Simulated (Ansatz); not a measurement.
# Mg on Mo(110): change of the work function, part 2 of 2

Wanted: Δφ(θ) for Mg/Mo(110), starting from the hollow site.

Ansatz 0.2.0; plane-wave DFT, PBE, Ansatz PAW.

So far, work function, upper face (eV): step 2 (the clean slab) 4.60; step 3 (37 atoms, coverage 0.111 ML, cell 3x3) 3.66; step 4 (17 atoms, coverage 0.25 ML, cell 2x2) 3.05; step 5 (18 atoms, coverage 0.5 ML, cell 2x2) 3.23.

## Step 6: The covered slab, k-mesh 12×12×1, coverage 1 ML

System of this step: Mg/Mo(110). The cell holds 5 atoms: 4 Mo and 1 Mg. Cell: a = 2.728 Å, b = 2.728 Å, c = 27.325 Å, α = 90.0°, β = 90.0°, γ = 70.5°. Vacuum lies along c.

The input, input.yaml:

```yaml
crystal:
  lattice:
    - [2.2273863607, -1.575, 0.0]
    - [2.2273863607, 1.575, 0.0]
    - [0.0, 0.0, 27.3250875724]
  atoms:
    - { symbol: Mo, position: [0.0, 0.0, 0.3293676544] }
    - { symbol: Mo, position: [0.5, 0.5, 0.4108819901] }
    - { symbol: Mo, position: [0.0, 0.0, 0.4932099882] }
    - { symbol: Mo, position: [0.5, 0.5, 0.5717514282] }
    - { symbol: Mg, position: [0.84, 0.84, 0.6706323456] }
kpoints:
  mp_grid: { grid: [12, 12, 1] }
hamiltonian:
  xc: pbe
scf:
  occupations: { method: fermi_dirac, width: 0.1 }
  convergence: { dr2_threshold: 1.0e-08 }
efield:
  axis: 3
  dipole_correction: true
  ramp_position: 0.97
  ramp_width: 0.06
relax:
  f_tol: 0.02
  max_steps: 60
  constraints: [{ sites: [0, 1] }]
output:
  bader: true
  write_potential: true
  write_density: true
  volumetric_format: npy
```

Launch:

```console
$ ansatz run input.yaml --threads 4 --pin off --max-ram 12288MiB --backend cpu --events-out ev --progress --plain --runs-dir out
```

It took 50 s on 4 threads of Arm Neoverse V2, shared host; peak memory 0.66 GiB; 3.3 min of CPU time.

Relaxation path:

```csv
step,energy less that of the first step (eV),largest force component (eV/Å)
1,0.0000,0.7797
2,-0.0867,0.5064
3,-0.1358,0.1369
4,-0.1563,0.0828
5,-0.1637,0.0428
6,-0.1642,0.0149
```

Forces are held to the 2 operations that the run works with; a distortion that breaks them can't arise in this run.

The atoms that moved most (Å):

```csv
atom,dx,dy,dz,length
Mg5,0.721,0.000,-0.232,0.758
Mo4,-0.007,0.000,0.047,0.048
Mo3,-0.004,0.000,-0.008,0.009
```

The relaxation took 6 steps and lowered the energy by 0.16 eV; the largest force on the free atoms ends at 0.015 eV/Å.

The covered face has 4.03 eV, -0.57 eV against the clean one; the bare back face has moved by -0.03 eV, a measure of how thin the slab is.

## Step 7: Work function against coverage

This step: plane-wave DFT, PBE, Ansatz PAW; work function against coverage (Ansatz 0.2.0).

The runs are now put side by side.

Numbers from this step:

```yaml
work_function_of_the_clean_face: 4.598 eV
largest_change_of_the_work_function: -1.545 eV
```

Table of work function of the covered face by coverage:

```csv
coverage (adsorbates/nm²),work function of the covered face (eV)
0.00,4.60
1.58,3.66
3.56,3.05
7.13,3.23
14.25,4.03
```

The dipole per adsorbate comes from the change of the cell's dipole. Coverage, by row:

```csv
coverage (1/nm²),coverage (ML),work function (eV),change (eV),"dipole per adsorbate, positive end outwards (debye)",mean height of the added atoms over the highest substrate atom (Å)
1.583,0.1111,3.664,-0.9344,1.498,2.226
3.563,0.25,3.053,-1.545,1.1,2.221
7.126,0.5,3.229,-1.369,0.491,2.297
14.25,1,4.032,-0.5663,0.099,2.422
```

## Step 8: The slab at 0.25 ML, atoms frozen

This step: plane-wave DFT, PBE, Ansatz PAW (Ansatz 0.2.0).

System of this step: Mg/Mo(110). The cell holds 17 atoms: 16 Mo and 1 Mg. Cell: a = 5.456 Å, b = 5.456 Å, c = 27.325 Å, α = 90.0°, β = 90.0°, γ = 70.5°. Vacuum lies along c.

To see where the charge goes, the covered slab, the bare substrate and the adsorbate layer are each run at the same frozen positions and on the same grid.

The input, input.yaml:

```yaml
crystal:
  lattice:
    - [4.4547727214, -3.15, 0.0]
    - [4.4547727214, 3.15, 0.0]
    - [0.0, 0.0, 27.3250875724]
  atoms:
    - { symbol: Mo, position: [0.0, 0.0, 0.3293676544] }
    - { symbol: Mo, position: [0.25, 0.25, 0.4108819901] }
    - { symbol: Mo, position: [6.951e-06, 6.951e-06, 0.4928320508] }
    - { symbol: Mo, position: [0.2539452212, 0.2539452212, 0.5739197053] }
    - { symbol: Mo, position: [0.0, 0.5, 0.3293676544] }
    - { symbol: Mo, position: [0.25, 0.75, 0.4108819901] }
    - { symbol: Mo, position: [-1.94445e-05, 0.5000051905, 0.4928667819] }
    - { symbol: Mo, position: [0.2459528683, 0.7540419017, 0.5715446632] }
    - { symbol: Mo, position: [0.5, 0.0, 0.3293676544] }
    - { symbol: Mo, position: [0.75, 0.25, 0.4108819901] }
    - { symbol: Mo, position: [0.5000051905, -1.94445e-05, 0.4928667819] }
    - { symbol: Mo, position: [0.7540419017, 0.2459528683, 0.5715446632] }
    - { symbol: Mo, position: [0.5, 0.5, 0.3293676544] }
    - { symbol: Mo, position: [0.75, 0.75, 0.4108819901] }
    - { symbol: Mo, position: [0.5000046352, 0.5000046352, 0.4929497851] }
    - { symbol: Mo, position: [0.7461507476, 0.7461507476, 0.5739158366] }
    - { symbol: Mg, position: [0.4998795292, 0.4998795292, 0.6551838044] }
kpoints:
  mp_grid: { grid: [6, 6, 1] }
hamiltonian:
  xc: pbe
scf:
  occupations: { method: fermi_dirac, width: 0.1 }
  convergence: { dr2_threshold: 1.0e-08 }
efield:
  axis: 3
  dipole_correction: true
  ramp_position: 0.97
  ramp_width: 0.06
output:
  write_potential: true
  write_density: true
  volumetric_format: npy
```

The job ended after 52 s (4 threads; peak memory 2.9 GiB; 3.3 min of CPU time).

This step gave:

* energy at zero smearing: -81210.5341 eV
* work function, upper face: 3.053 eV
* work function, lower face: 4.628 eV
* dipole along the normal: 0.2443 e·Å
* step between the vacuum levels: -1.575 eV

The work function of the upper face is 3.05 eV.

## Step 9: The substrate of the 0.25 ML cell alone

System of this step: Mg/Mo(110), substrate alone, atoms held. The cell holds 16 atoms: 16 Mo. Its edges and angles: a = 5.456 Å, b = 5.456 Å, c = 27.325 Å, α = 90.0°, β = 90.0°, γ = 70.5°. Vacuum lies along c.

The second part, atoms unmoved.

input.yaml: that of step 8 with these lines changed.

```diff
@@ -22,3 +22,2 @@
     - { symbol: Mo, position: [0.7461507476, 0.7461507476, 0.5739158366] }
-    - { symbol: Mg, position: [0.4998795292, 0.4998795292, 0.6551838044] }
 kpoints:
```

It took 48 s on 4 threads; peak memory 2.7 GiB; 3.1 min of CPU time.

This step gave:

* energy at zero smearing: -79286.3774 eV
* work function, upper face: 4.637 eV
* work function, lower face: 4.693 eV
* dipole along the normal: 0.008784 e·Å
* step between the vacuum levels: -0.05664 eV

The work function of the upper face is 4.64 eV.

## Step 10: The adsorbate layer of the 0.25 ML cell alone

System of this step: Mg/Mo(110), adsorbate layer alone, atoms held. The cell holds 1 atom: 1 Mg. Its edges and angles: a = 5.456 Å, b = 5.456 Å, c = 27.325 Å, α = 90.0°, β = 90.0°, γ = 70.5°. Vacuum lies along c.

The third part; a free layer of atoms may carry a moment, so spin is on.

input.yaml, the sections that differ from step 9:

```yaml
crystal:
  lattice:
    - [4.4547727214, -3.15, 0.0]
    - [4.4547727214, 3.15, 0.0]
    - [0.0, 0.0, 27.3250875724]
  atoms:
    - { symbol: Mg, position: [0.4998795292, 0.4998795292, 0.6551838044], spin: 1.0 }
magnetization:
  spin_polarized: true
# kpoints, hamiltonian, scf, efield, output: as in step 9
```

The job ended after 7.6 s (4 threads; peak memory 0.91 GiB; 29 s of CPU time).

Numbers from this step:

- dipole along the normal: 4.93e-6 e·Å

At this spacing and smearing the free layer keeps no moment.

## Step 11: Density difference at 0.25 ML

This step: plane-wave DFT, PBE, Ansatz PAW; density difference on adsorption (Ansatz 0.2.0).

The densities of the parts are taken from that of the whole and averaged over planes; the first moment of what is left gives the step in the potential.

Numbers from this step:

| Item | Value |
| --- | --- |
| largest charge moved | 0.007082 e/Å² |
| potential step from the moved charge | -1.518 eV |

The electron density difference oscillates, so the rows of the table below give means over windows of 1 Å about each position, cut where the curve ends. Its maxima inside the range that stand out by 2 % of the span (Å: e/Å³): 8.4: 5.6e-4, 10.8: 1.9e-4, 11.7: 2.8e-4, 13.1: 0.00104, 13.9: 2.7e-4, 15.7: 3.8e-4, 16.9: 0.0124. Its minima: 10.4: -2.5e-4, 11.2: -2.9e-4, 12.4: -5.2e-4, 13.5: -5.1e-4, 15.4: -0.00299, 16.1: -0.00770, 18.8: -0.00559.

Planar mean, whole system less its parts. Electron density difference against z; means over each step:

```csv
z (Å),electron density difference (e/Å³)
4,-8.3e-7
5,-6.5e-6
6,-4.3e-5
7,-1.6e-4
8,1.6e-4
9,7.8e-5
10,-9.9e-5
11,-3.6e-5
12,-1.4e-4
13,2.9e-4
14,-1.9e-7
15,-0.00106
16,-0.00253
17,0.00975
18,-6.3e-4
19,-0.00449
20,-0.00101
21,-8.2e-5
22,-1.1e-7
23,1.3e-6
24,3.0e-7
```

Planar mean, whole system less its parts. The electrons moved below z by z:

z (Å), electrons moved below z (e/Å²) and a bar from the least value:
```
        4    0.00000 ########
        5    0.00000 ########
        6   -0.00002 ########
        7   -0.00013 ########
        8   -0.00025 #######
        9    0.00000 ########
       10    0.00001 ########
       11   -0.00005 ########
       12   -0.00007 ########
       13   -0.00006 ########
       14    0.00003 ########
       15   -0.00003 ########
       16   -0.00258 
       17    0.00239 ################
       18    0.00696 ##############################
       19    0.00256 ################
       20    0.00027 #########
       21    0.00001 ########
       22    0.00000 ########
       23    0.00000 ########
```

## Step 12: Varying the input: crystal.symmetry = {"detect": false}

This step: plane-wave DFT, PBE, Ansatz PAW (Ansatz 0.2.0).

System of this step: Mg/Mo(110). The cell holds 5 atoms: 4 Mo and 1 Mg. Cell: a = 2.728 Å, b = 2.728 Å, c = 27.325 Å, α = 90.0°, β = 90.0°, γ = 70.5°. Vacuum lies along c.

A run with a changed input: it repeats the earlier run at 1 ML with crystal.symmetry to detect: false.

input.yaml, the sections that differ from step 10:

```yaml
crystal:
  lattice:
    - [2.2273863607, -1.575, 0.0]
    - [2.2273863607, 1.575, 0.0]
    - [0.0, 0.0, 27.3250875724]
  atoms:
    - { symbol: Mo, position: [0.0, 0.0, 0.3293676544] }
    - { symbol: Mo, position: [0.5, 0.5, 0.4108819901] }
    - { symbol: Mo, position: [0.0, 0.0, 0.4932099882] }
    - { symbol: Mo, position: [0.5, 0.5, 0.5717514282] }
    - { symbol: Mg, position: [0.84, 0.84, 0.6706323456] }
  symmetry: { detect: false }
kpoints:
  mp_grid: { grid: [12, 12, 1] }
relax:
  f_tol: 0.02
  max_steps: 60
  constraints: [{ sites: [0, 1] }]
output:
  bader: true
  write_potential: true
  write_density: true
  volumetric_format: npy
# hamiltonian, scf, efield: as in step 10
# magnetization: removed
```

Run time: 82 s. Hardware: 4 threads; peak memory 0.82 GiB; 5.4 min of CPU time.

The steps of the relaxation:

```csv
step,energy less that of the first step (eV),largest force component (eV/Å)
1,0.0000,0.7500
2,-0.0852,0.4936
3,-0.1333,0.1523
4,-0.1543,0.0665
5,-0.1615,0.0362
6,-0.1619,0.0110
```

The atoms that moved most (Å):

```csv
atom,dx,dy,dz,length
Mg5,0.717,0.000,-0.232,0.754
Mo4,-0.005,0.000,0.047,0.047
Mo3,-0.003,0.000,-0.008,0.008
```

Final coordinates:

```cif
data_structure
_symmetry_space_group_name_H-M 'P 1'
_symmetry_Int_Tables_number 1
_cell_length_a 2.7280
_cell_length_b 2.7280
_cell_length_c 27.3251
_cell_angle_alpha 90.000
_cell_angle_beta 90.000
_cell_angle_gamma 70.529
_cell_volume 191.72
loop_
_atom_site_label
_atom_site_type_symbol
_atom_site_fract_x
_atom_site_fract_y
_atom_site_fract_z
_atom_site_occupancy
Mo1 Mo 0.00000 0.00000 0.32937 1
Mo2 Mo 0.50000 0.50000 0.41088 1
Mo3 Mo 0.99930 0.99930 0.49292 1
Mo4 Mo 0.49868 0.49888 0.57348 1
Mg5 Mg 0.00094 0.00117 0.66213 1
```

Numbers from this step:

```yaml
energy_at_zero_smearing: -21745.8708 eV
work_function_upper_face: 4.032 eV
work_function_lower_face: 4.662 eV
dipole_along_the_normal: 0.02444 e·Å
step_between_the_vacuum_levels: -0.6303 eV
```

```csv
quantity,this run,earlier run,difference
"work function, upper face (eV)",4.032,4.032,1.5e-4
"work function, lower face (eV)",4.662,4.662,-9.7e-5
dipole along the normal (e·Å),0.02444,0.02445,-9.4e-6
```

Nothing in the table moves by 0.01 in its unit (for the dipole 0.5 % and 5e-5 e·Å).

## Step 13: Varying the input

System of this step: Mo(110). The cell holds 4 atoms: 4 Mo. Its edges and angles: a = 2.728 Å, b = 2.728 Å, c = 24.682 Å, α = 90.0°, β = 90.0°, γ = 70.5°. Vacuum lies along c.

Another changed input: it repeats the earlier run at 0 ML with basis.xc_grid to 4, scf.occupations.method from fermi_dirac to gaussian and scf.occupations.width from 0.1 to 0.001.

input.yaml, the sections that differ from step 12:

```yaml
crystal:
  lattice:
    - [2.2273863607, -1.575, 0.0]
    - [2.2273863607, 1.575, 0.0]
    - [0.0, 0.0, 24.6821590822]
  atoms:
    - { symbol: Mo, position: [0.0, 0.0, 0.3646358477] }
    - { symbol: Mo, position: [0.5, 0.5, 0.4548786159] }
    - { symbol: Mo, position: [0.0, 0.0, 0.5451213841] }
    - { symbol: Mo, position: [0.5, 0.5, 0.6353641523] }
scf:
  occupations: { method: gaussian, width: 0.001 }
  convergence: { dr2_threshold: 1.0e-08 }
output:
  write_potential: true
  write_density: true
  volumetric_format: npy
basis:
  xc_grid: 4
# kpoints, hamiltonian, efield, relax: as in step 12
```

Run time: 27 s. Hardware: 4 threads; peak memory 0.67 GiB; 1.7 min of CPU time.

The steps of the relaxation:

```csv
step,energy less that of the first step (eV),largest force component (eV/Å)
1,0.0000,0.6169
2,0.0179,0.8735
3,-0.0217,0.1619
4,-0.0232,0.0056
```

Relaxation step 2 was tried and not accepted.

Forces are held to the 4 operations that the run works with; a distortion that breaks them can't arise in this run.

The atoms that moved most (Å):

```csv
atom,dx,dy,dz,length
Mo4,0.000,0.000,-0.060,0.060
Mo3,0.000,0.000,0.024,0.024
```

Final coordinates:

```cif
data_structure
_symmetry_space_group_name_H-M 'P 1'
_symmetry_Int_Tables_number 1
_cell_length_a 2.7280
_cell_length_b 2.7280
_cell_length_c 24.6822
_cell_angle_alpha 90.000
_cell_angle_beta 90.000
_cell_angle_gamma 70.529
_cell_volume 173.18
loop_
_atom_site_label
_atom_site_type_symbol
_atom_site_fract_x
_atom_site_fract_y
_atom_site_fract_z
_atom_site_occupancy
Mo1 Mo 0.00000 0.00000 0.36464 1
Mo2 Mo 0.50000 0.50000 0.45488 1
Mo3 Mo 0.00000 0.00000 0.54611 1
Mo4 Mo 0.50000 0.50000 0.63293 1
```

This step gave:

```yaml
work_function_upper_face: 4.610 eV
work_function_lower_face: 4.726 eV
dipole_along_the_normal: 0.004487 e·Å
step_between_the_vacuum_levels: -0.1157 eV
```

```csv
quantity,this run,earlier run,difference
"work function, upper face (eV)",4.610,4.598,0.012
"work function, lower face (eV)",4.726,4.696,0.030
dipole along the normal (e·Å),0.004487,0.003789,7.0e-4
```

What moves beyond 0.01 in its unit (for the dipole 0.5 % and 5e-5 e·Å): dipole along the normal (+0.000698 e·Å), work function, lower face (+0.0298 eV) and work function, upper face (+0.0118 eV).

## Step 14: Outcome

- work function of the clean face: 4.60 eV
- work function at 0.11 ML: 3.66 eV
- work function at 0.25 ML: 3.05 eV
- work function at 0.5 ML: 3.23 eV
- work function at 1 ML: 4.03 eV
- dipole per adsorbate at 0.11 ML, positive end outwards: 1.50 D
- step of the potential from the moved charge at 0.25 ML, upper less lower side, atoms held: -1.52 eV

Mg lowers the work function of Mo(110) at the lowest coverage, by 0.93 eV: the adsorbate layer has its positive end outwards. The dipole per adsorbate falls from 1.50 to 0.10 D as the layer fills. Neighbouring dipoles depolarise each other, and heights and bonding change with coverage too. The work function passes a minimum near 0.25 ML among the coverages run and rises again. The slab has 4 layers, at the tabulated experimental lattice constant, one starting site was run, and quantum-size effects of a slab this thin can reach one or two tenths of an eV.

[Logs are printed without paths, hosts, clocks, repeated set-up lines and the standing remarks that a program may print on its own settings, such as how far it seeks lower states.]

[Hosts, paths, dates, database ids (printed as entryN), source tags and the programs' standing remarks are cut or masked in the printed files.]

[Maps of the electrostatic potential energy from Ansatz leave out the sawtooth potential of an applied field or a dipole correction, so their vacuum need not be flat; planar profiles and work functions include it.]
